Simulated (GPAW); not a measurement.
# How the form of the self-energy moves the gap of WS2 (Tungstenite)

Aim: compare treatments of exchange, screening and correlation for the gap of WS2 (Tungstenite).

Calculated with GPAW 26.7.0; LDA and many-body steps on it, plane waves.

## (1) Set-up

Symmetry: R3m, No. 160, trigonal system. Conventional cell: a = 3.158 Å, b = 3.158 Å, c = 18.490 Å, α = 90.00°, β = 90.00°, γ = 120.00°. Nearest to W lie 6 S at 2.39 to 2.42 Å. Nearest to S lie 3 W at 2.39 Å. Nearest to S lie 3 W at 2.42 Å. Farther neighbours and most contacts between anions are not listed.

As a file:

```
W S
1.0
     1.57900    0.91164    6.16333
    -1.57900    0.91164    6.16333
     0.00000   -1.82327    6.16333
W S
1 2
Direct
  0.00000 0.00000 0.00000
  0.24970 0.24970 0.24970
  0.41900 0.41900 0.41900
```

The cell and positions come from the Crystallography Open Database and are kept as given unless a step says otherwise. Spin-orbit coupling is left out unless a step names it.

## (2) Empty states on the mesh, 6×6×6 mesh, 254 bands

This step: GPAW 26.7.0; DFT, LDA, plane waves, PAW.

The sums over transitions need many empty states on a uniform mesh; this step solves for them.

Contents of run.py:

```python
import json
import numpy as np
from gpaw.mpi import world
from gpaw import GPAW

calc = GPAW('gs.gpw').fixed_density(kpts={'size': (6, 6, 6), 'gamma': True},
    parallel={'domain': 1, 'band': 1},
    txt='nscf.txt')
calc.diagonalize_full_hamiltonian(nbands=254)
calc.write('full.gpw', mode='all')
res = {}
kpts = calc.get_ibz_k_points()
res['kpts'] = kpts
res['eigenvalues'] = [calc.get_eigenvalues(kpt=k) for k in range(len(kpts))]
res['n_electrons'] = calc.get_number_of_electrons()

if world.rank == 0:
    with open('result.json', 'w') as f:
        json.dump(res, f, default=lambda x: x.tolist())
```

Started as:

```
> mpirun -n 4 gpaw python run.py
```

Numbers of over 12 decimals in the logs are rounded to 6 here.

Log:

```text
Diagonalizing LCAO Hamiltonian
Converting LCAO to pw mode
convergence criteria:
- Maximum integral of absolute [eigenst]ate change: 4e-08 eV^2 / valence electron
maximum number of iterations: 100

SCF iterations
|iter     |     time |      energy | eigst |  dens |
|iter:   1|  |             | +0.50 |       |
|iter:   2|  |             | -1.10 |       |
|iter:   3|  |             | -2.56 |       |
|iter:   4|  |             | -3.81 |       |
|iter:   5|  |             | -4.95 |       |
|iter:   6|  |             | -6.13 |       |
|iter:   7|  |             | -7.20 |       |
|iter:   8|  |             | -7.74c|       |
SCF steps: 8
  __  _  _
 | _ |_)|_||  |
 |__||  | ||/\| - 26.7.0

Input parameters:
  mode=PW(ecut=450.000000),
  convergence={'density': 1e-06, 'bands': -3},
  gpts=array([32, 32, 32]),
  kpts=MonkhorstPack(size=(6, 6, 6), gamma=True),
  maxiter=100,
  nbands=20,
  occupations=Occupations(name='fermi-dirac', width=0.001, fixmagmom=False),
  parallel={'domain': 1, 'band': 1},
  xc=XC(name='LDA')
Matrix size: 1182x1182
# Writing to full.gpw (mode='all')
  [... matrices ...]

timing:  # [seconds]
  Total: 20.309  # ━━━━━━━━━━━━━━━━━━━━━━━━━━━━━━━━━━━━━━━━━━━━━━━━━━━━━━━━━━
```

Wall time 28 s (4 MPI ranks of Arm Neoverse V1, shared host); peak memory 1.5 GiB.

This step gave:

| Property | Result |
| --- | --- |
| gap | 0.9419 eV |
| k of the valence top | 0.5, 0.5, 0.5 |
| k of the conduction bottom | 0.1667, 0, -0.1667 |
| least direct gap | 1.879 eV |
| k points computed | 32 |
| lowest point of the top converged band, above the valence top | 144.9260 eV |

On this mesh the gap is 0.942 eV.

## (3) G0W0, Godby-Needs plasmon pole

G0W0 replaces the xc potential by the self-energy, built once from these orbitals. Only a window of levels is corrected, while the sums run over the empty bands that the input names.

This step: G0W0 on LDA, plane waves, PAW.

Contents of run.py:

```python
import json
import numpy as np
from gpaw.mpi import world
from gpaw.response.g0w0 import G0W0

gw = G0W0('full.gpw',
    filename='gw',
    kpts=[0, 1, 20, 31],
    bands=(11, 15),
    ecut=96,
    nbands=113,
    integrate_gamma='WS',
    ppa=True)
gw.calculate()
res = {mode: {k: v for k, v in r.items() if k != 'sigma_eskwn'}
       for mode, r in gw.all_results.items()}

if world.rank == 0:
    with open('result.json', 'w') as f:
        json.dump(res, f, default=lambda x: x.tolist())
```

Started as:

```
> mpirun -n 4 gpaw python run.py
```

Log:

```text
Using integrator: PointIntegrator
FrequencyGridDescriptor(from 0.000+0.000j to 0.000+27.211j eV, 2 points)
Nonperiodic BCs:  [False False False]
Using integrator: PointIntegrator
FrequencyGridDescriptor(from 0.000+0.000j to 0.000+27.211j eV, 2 points)
Nonperiodic BCs:  [False False False]
  ___  _ _ _
 |   || | | |
 | | || | | |
 |__ ||_____|
 |___|

BZ k-points: Symmetries present (total): 6

  [... matrices ...]
216 k-points: 6 x 6 x 6 Monkhorst-Pack grid + [1/12,1/12,1/12]
32 k-points in the irreducible part of the Brillouin zone
       k-points in crystal coordinates                weights
   0:     0.00000000    0.00000000    0.00000000          1/216
   1:     0.16666667    0.00000000   -0.16666667          6/216
   2:     0.16666667    0.00000000    0.00000000          6/216
   3:     0.16666667    0.16666667   -0.16666667          6/216
   4:     0.16666667    0.16666667    0.00000000          6/216
   5:     0.16666667    0.16666667    0.16666667          2/216
   6:     0.33333333   -0.16666667   -0.16666667          6/216
   7:     0.33333333    0.00000000   -0.33333333          6/216
   8:     0.33333333    0.00000000   -0.16666667         12/216
   9:     0.33333333    0.00000000    0.00000000          6/216
          ...
  31:     0.50000000    0.50000000    0.50000000          1/216

Distributing spins, k-points and bands (1 x 4 x 4) over 4 processes
Number of blocks: 1

Quasi particle states:
k-points (IBZ indices): [0, 1, 20, 31]
Band range: (11, 15)
  [... matrices ...]
Computational parameters:
Plane wave cut-off: 96 eV
Number of bands: 113
Coulomb cutoff: None
Broadening: 0.1 eV

fxc modes: GW
Kernel: RPA
Using Godby-Needs plasmon-pole approximation:
  Fitting energy: i*E0, E0 = 1.000 Hartree
Summing all q:

Calculating screened Coulomb potential
No Coulomb truncation
FrequencyGridDescriptor(from 0.000+0.000j to 0.000+27.211j eV, 2 points)
Removing empty qpoint cache files...

Calculating chi0 body with:
    Ground state adapter containing:
    Number of spins: 1
    Number of kpoints: 216
    Number of irreducible kpoints: 32
    Number of completely occupied states: 13
    Number of partially occupied states: 13
    Occupied states memory: 6.5 M / cpu

    Linear response parametrization:
    q_c: [1.3877787807814457e-17, 1.3877787807814457e-17, 1.3877787807814457e-17]
    Number of frequency points: 2
    Planewave cutoff: 96.0
    Number of bands: 113
    Number of planewaves: 129
    Broadening (eta): 1e-06
    comm.size: 4
    kncomm.size: 4
    blockcomm.size: 1

    Memory estimate of potentially large arrays:
        chi0_wGG: 0.507843 M / cpu
Integrating chi0 body.

Symmetries of q_c:
    Direct symmetries (Uq -> q): 6
    Indirect symmetries (TUq -> q): 6
In total 12 allowed symmetries.

  [... matrices ...]
32 groups of equivalent kpoints. 85.185185% reduction.

Integral kind: response function
Integrating chi0 head and wings.

Symmetries of q_c:
    Direct symmetries (Uq -> q): 6
    Indirect symmetries (TUq -> q): 6
In total 12 allowed symmetries.

  [... matrices ...]
32 groups of equivalent kpoints. 85.185185% reduction.

Integral kind: response function wings

Calculating chi0 body with:
    Ground state adapter containing:
    Number of spins: 1
    Number of kpoints: 216
    Number of irreducible kpoints: 32
    Number of completely occupied states: 13
    Number of partially occupied states: 13
[... the further q-points ...]

Results:
f:      Occupation numbers
eps:     KS-eigenvalues [eV]
vxc:     KS vxc [eV]
exx:     Exact exchange [eV]
sigma:   Self-energies [eV]
dsigma:  Self-energy derivatives
Z:       Renormalization factors
qp:      QP-energies [eV]

k-point 0 (0): (0.000, 0.000, 0.000)                GW
band       f     eps     vxc     exx   sigma  dsigma       Z      qp
                                                                   GW
  11   1.000   7.043 -16.497 -18.603   1.957  -0.269   0.788   6.926
  12   1.000   7.345 -17.166 -18.265   1.293  -0.264   0.791   7.499
  13   0.000  10.753 -18.513 -13.705  -3.711  -0.262   0.793  11.622
  14   0.000  10.753 -18.513 -13.705  -3.711  -0.262   0.793  11.622

k-point 1 (1): (0.167, 0.000, -0.167)                GW
band       f     eps     vxc     exx   sigma  dsigma       Z      qp
                                                                   GW
  11   1.000   6.845 -16.850 -19.177   2.161  -0.273   0.785   6.715
  12   1.000   7.021 -18.353 -19.527   1.473  -0.269   0.788   7.256
[...]
k-point 2 (20): (0.500, 0.167, -0.167)                GW
band       f     eps     vxc     exx   sigma  dsigma       Z      qp
                                                                   GW
[...]
k-point 3 (31): (0.500, 0.500, 0.500)                GW
band       f     eps     vxc     exx   sigma  dsigma       Z      qp
                                                                   GW
[...]
12   1.000   8.593 -19.178 -19.471   0.701  -0.265   0.790   8.916
  13   0.000  10.869 -18.679 -13.819  -3.760  -0.264   0.791  11.739
  14   0.000  10.869 -18.679 -13.819  -3.760  -0.264   0.791  11.739
```

It took 11 min on 4 MPI ranks; peak memory 2.8 GiB; 42 min of CPU time.

Numbers from this step:

```
G0W0 gap on the mesh                         : 1.358 eV
least direct G0W0 gap on the computed points : 2.520 eV
Z at the valence top                         : 0.7904
Z at the conduction bottom                   : 0.7989
starting gap on the mesh                     : 0.9419 eV
k of the valence top                         : 0.5, 0.5, 0.5
k of the conduction bottom                   : 0.1667, 0, -0.1667
```

The gap on the mesh goes from 0.94 eV to 1.36 eV, a correction of +0.42 eV.

## (4) One-shot HSE06

This step: one-shot HSE06 levels on LDA orbitals, plane waves, PAW.

Contents of run.py:

```python
import json
import numpy as np
from gpaw.mpi import world
from gpaw.hybrids.eigenvalues import non_self_consistent_eigenvalues

dft, vxc, vxc_hyb = non_self_consistent_eigenvalues('full.gpw', 'HSE06', 11, 15, kpt_indices=[0, 1, 20, 31])
res = {'dft': dft[0], 'hybrid': (dft - vxc + vxc_hyb)[0]}
if world.rank == 0:
    with open('hybrid.txt', 'w') as f:
        for k, e0, e1 in zip([0, 1, 20, 31], res['dft'], res['hybrid']):
            print(k, ' '.join(f'{x:9.4f}' for x in e0), '|', ' '.join(f'{x:9.4f}' for x in e1), file=f)

if world.rank == 0:
    with open('result.json', 'w') as f:
        json.dump(res, f, default=lambda x: x.tolist())
```

Started as:

```
> mpirun -n 4 gpaw python run.py
```

Log:

```text
builder.py:213: UserWarning: The angles between your unit-cell vectors are 28.4, 28.4 and 28.4 degrees.  Results may be wrong!  Please Niggli-reduce your unit-cell so that the angles are closer to 90 degrees:

  from ase.build import niggli_reduce
  niggli_reduce(atoms)
  [... matrices ...]
  warnings.warn(
builder.py:213: UserWarning: The angles between your unit-cell vectors are 28.4, 28.4 and 28.4 degrees.  Results may be wrong!  Please Niggli-reduce your unit-cell so that the angles are closer to 90 degrees:

  from ase.build import niggli_reduce
  niggli_reduce(atoms)
  [... matrices ...]
  warnings.warn(
builder.py:213: UserWarning: The angles between your unit-cell vectors are 28.4, 28.4 and 28.4 degrees.  Results may be wrong!  Please Niggli-reduce your unit-cell so that the angles are closer to 90 degrees:

  from ase.build import niggli_reduce
  niggli_reduce(atoms)
  [... matrices ...]
  warnings.warn(
builder.py:213: UserWarning: The angles between your unit-cell vectors are 28.4, 28.4 and 28.4 degrees.  Results may be wrong!  Please Niggli-reduce your unit-cell so that the angles are closer to 90 degrees:

  from ase.build import niggli_reduce
  niggli_reduce(atoms)
  [... matrices ...]
  warnings.warn(
IBZ(<points: 32, symmetries: 6>)
Occupied bands: 13
Transforming wave functions from IBZ to BZ: 0.099 seconds
Distributing wave functions and iFFT-ing to real space: 0.876 seconds
Calculating eigenvalues:
  k-points: 4
  Bands: 11-14 (inclusive)
  Seconds: 5.633 (wave-function broadcasting: 0.016 seconds)
HSE06-eigenvalue shifts:
  min: -0.531 eV
  ave: 0.295 eV
  max: 0.871 eV
```

Elapsed: 9.6 s, on 4 MPI ranks; peak memory 2.3 GiB.

Numbers from this step:

```yaml
starting_gap_on_the_mesh: 0.9419 eV
hybrid_gap_on_the_mesh: 1.455 eV
least_direct_hybrid_gap_on_the_computed_points: 2.462 eV
```

## (5) G0W0, extrapolated in the cutoff

This step: G0W0 on LDA, plane waves, PAW.

Contents of run.py:

```python
import json
import numpy as np
from gpaw.mpi import world
from gpaw.response.g0w0 import G0W0

gw = G0W0('full.gpw',
    filename='gw',
    kpts=[0, 1, 20, 31],
    bands=(11, 15),
    ecut=160.0,
    integrate_gamma='WS',
    ppa=True,
    ecut_extrapolation=True)
gw.calculate()
res = {mode: {k: v for k, v in r.items() if k != 'sigma_eskwn'}
       for mode, r in gw.all_results.items()}

if world.rank == 0:
    with open('result.json', 'w') as f:
        json.dump(res, f, default=lambda x: x.tolist())
```

Started as:

```
> mpirun -n 4 gpaw python run.py
```

Log:

```text
Using integrator: PointIntegrator
FrequencyGridDescriptor(from 0.000+0.000j to 0.000+27.211j eV, 2 points)
Nonperiodic BCs:  [False False False]
Using integrator: PointIntegrator
FrequencyGridDescriptor(from 0.000+0.000j to 0.000+27.211j eV, 2 points)
Nonperiodic BCs:  [False False False]
  ___  _ _ _
 |   || | | |
 | | || | | |
 |__ ||_____|
 |___|

BZ k-points: Symmetries present (total): 6

  [... matrices ...]
216 k-points: 6 x 6 x 6 Monkhorst-Pack grid + [1/12,1/12,1/12]
32 k-points in the irreducible part of the Brillouin zone
       k-points in crystal coordinates                weights
   0:     0.00000000    0.00000000    0.00000000          1/216
   1:     0.16666667    0.00000000   -0.16666667          6/216
   2:     0.16666667    0.00000000    0.00000000          6/216
[...]
9:     0.33333333    0.00000000    0.00000000          6/216
          ...
  31:     0.50000000    0.50000000    0.50000000          1/216

Distributing spins, k-points and bands (1 x 4 x 4) over 4 processes
Number of blocks: 1

Quasi particle states:
k-points (IBZ indices): [0, 1, 20, 31]
Band range: (11, 15)
  [... matrices ...]
Computational parameters:
Extrapolating to infinite plane wave cut-off using points at:
  137.884 eV
  147.917 eV
  160.000 eV
Number of bands: 244
Coulomb cutoff: None
Broadening: 0.1 eV

fxc modes: GW
Kernel: RPA
Using Godby-Needs plasmon-pole approximation:
  Fitting energy: i*E0, E0 = 1.000 Hartree
Summing all q:

Calculating screened Coulomb potential
No Coulomb truncation
FrequencyGridDescriptor(from 0.000+0.000j to 0.000+27.211j eV, 2 points)
Removing empty qpoint cache files...

Calculating chi0 body with:
    Ground state adapter containing:
    Number of spins: 1
    Number of kpoints: 216
[...]
Integrating chi0 head and wings.

Symmetries of q_c:
    Direct symmetries (Uq -> q): 6
    Indirect symmetries (TUq -> q): 6
In total 12 allowed symmetries.

  [... matrices ...]
32 groups of equivalent kpoints. 85.185185% reduction.

Integral kind: response function wings

Calculating chi0 body with:
    Ground state adapter containing:
    Number of spins: 1
    Number of kpoints: 216
    Number of irreducible kpoints: 32
    Number of completely occupied states: 13
    Number of partially occupied states: 13
[... the further q-points ...]
Extrapolating selfenergy to infinite energy cutoff:
  Performing linear fit to 3 points
  Minimum R^2 = 0.9805. (R^2 Should be close to 1)
  [... matrices ...]
Results:
f:      Occupation numbers
eps:     KS-eigenvalues [eV]
vxc:     KS vxc [eV]
exx:     Exact exchange [eV]
sigma:   Self-energies [eV]
dsigma:  Self-energy derivatives
Z:       Renormalization factors
qp:      QP-energies [eV]

k-point 0 (0): (0.000, 0.000, 0.000)                GW
band       f     eps     vxc     exx   sigma  dsigma       Z      qp
                                                                   GW
  11   1.000   7.043 -16.497 -18.603   1.394  -0.276   0.784   6.485
  12   1.000   7.345 -17.166 -18.265   0.865  -0.271   0.787   7.162
  13   0.000  10.753 -18.513 -13.705  -4.206  -0.268   0.788  11.228
[...]
k-point 1 (1): (0.167, 0.000, -0.167)                GW
band       f     eps     vxc     exx   sigma  dsigma       Z      qp
                                                                   GW
[...]
k-point 2 (20): (0.500, 0.167, -0.167)                GW
band       f     eps     vxc     exx   sigma  dsigma       Z      qp
                                                                   GW
[...]
k-point 3 (31): (0.500, 0.500, 0.500)                GW
band       f     eps     vxc     exx   sigma  dsigma       Z      qp
                                                                   GW
[...]
13   0.000  10.869 -18.679 -13.819  -4.270  -0.271   0.787  11.333
  14   0.000  10.869 -18.679 -13.819  -4.270  -0.271   0.787  11.333
```

Wall time 39 min (4 MPI ranks); peak memory 2.8 GiB.

This step gave:

| Item | Value |
| --- | --- |
| quasiparticle gap on the mesh | 1.439 eV |
| least direct quasiparticle gap on the computed points | 2.537 eV |
| Z at the valence top | 0.7847 |
| Z at the conduction bottom | 0.7944 |
| starting gap on the mesh | 0.9419 eV |
| k of the valence top | 0.5, 0.5, 0.5 |
| k of the conduction bottom | 0.1667, 0, -0.1667 |
| gaps at the cutoffs of the extrapolation | 1.389, 1.394, 1.399 eV |

Against G0W0 in GPAW (6×6×6 mesh, 113 bands, screening to 96 eV, Godby-Needs plasmon pole), the gap moves by +0.081 eV.

(Part 1 of 2 ends here.)

[Paths, hosts, dates, memory and timing lines, banners, echoed tables and standing remarks are left out of the program output.]

[Logs are printed without paths, hosts, clocks, repeated set-up lines and the standing remarks that a program may print on its own settings, such as how far it seeks lower states.]

[Runs of the session that timed out or met a known fault of the program may be left out.]

[Hosts, paths, dates, database ids (printed as entryN), source tags and the programs' standing remarks are cut or masked in the printed files.]
